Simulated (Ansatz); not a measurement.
TiB2 (P6/mmm): Drude plasma energy along x against volume

The cell of TiB2 (P6/mmm) is scaled evenly and the response computed anew at each volume, on one mesh. The atoms keep their fractional positions. x, y and z are the Cartesian axes of the input cell.

Symmetry: P6/mmm, No. 191, hexagonal system. The conventional cell has a = 3.029 Å, b = 3.029 Å, c = 3.228 Å, α = 90.00°, β = 90.00°, γ = 120.00°. Ti on site a is surrounded by 12 B at 2.38 Å. B on site d has 3 B at 1.75 Å as nearest neighbours.

Method: Ansatz 0.2.0, PBEsol, independent particles, k-mesh 15×15×12 with interpolation inside its cells, Gaussian parameter 0.1 eV.

Launch of the response step: `ansatz run input.yaml --threads 4 --pin off --max-ram 8192MiB --backend cpu --events-out ev --progress --plain --runs-dir out`. The series took 17.4 min in all, on 4 threads of Intel(R) Xeon(R) Processor @ 2.50GHz (Skylake/Cascade Lake), on a shared host.

```tsv
V/V₀	V (Å³, primitive cell)	Drude plasma energy along x (eV)
0.94	24.12	3.891
0.96	24.63	?
0.98	25.14	3.764
1.00	25.66	3.704
1.02	26.17	3.645
1.04	26.68	3.587
1.06	27.19	3.532
```

For small changes the quantity should be close to linear in ln V.

Working, on the rows shown:

| x = ln(V/V₀) | y = Drude plasma energy along x |
| --- | --- |
| -0.0618754 | 3.891 |
| -0.0202027 | 3.764 |
| 0 | 3.704 |
| 0.0198026 | 3.645 |
| 0.0392207 | 3.587 |
| 0.0582689 | 3.532 |

Means: x̄ = 0.005869, ȳ = 3.6872. Σ(x − x̄)(y − ȳ) = -0.02797, Σ(x − x̄)² = 0.009356. Slope = -0.02797 / 0.009356 = -2.99; intercept = ȳ − slope · x̄ = 3.7047. The line misses the rows shown by at most 0.0015 eV.

Fill in the last column of the withheld row.

At x = -0.040822 the line gives y = 3.8268 eV. The run gave 3.827 eV, so the interpolation holds to the digits printed.

Between the rows on either side of x = 0 the slope is (3.645 − 3.764) / (0.019803 − (-0.020203)) = -2.975. So d ln ωp/d ln V = -0.80; free electrons would give −0.50. The values come from a sum over the points of one k-mesh and carry its error, which is largest for Fermi-surface quantities.

[Logs are printed without paths, hosts, clocks, repeated set-up lines and the standing remarks that a program may print on its own settings, such as how far it seeks lower states.]
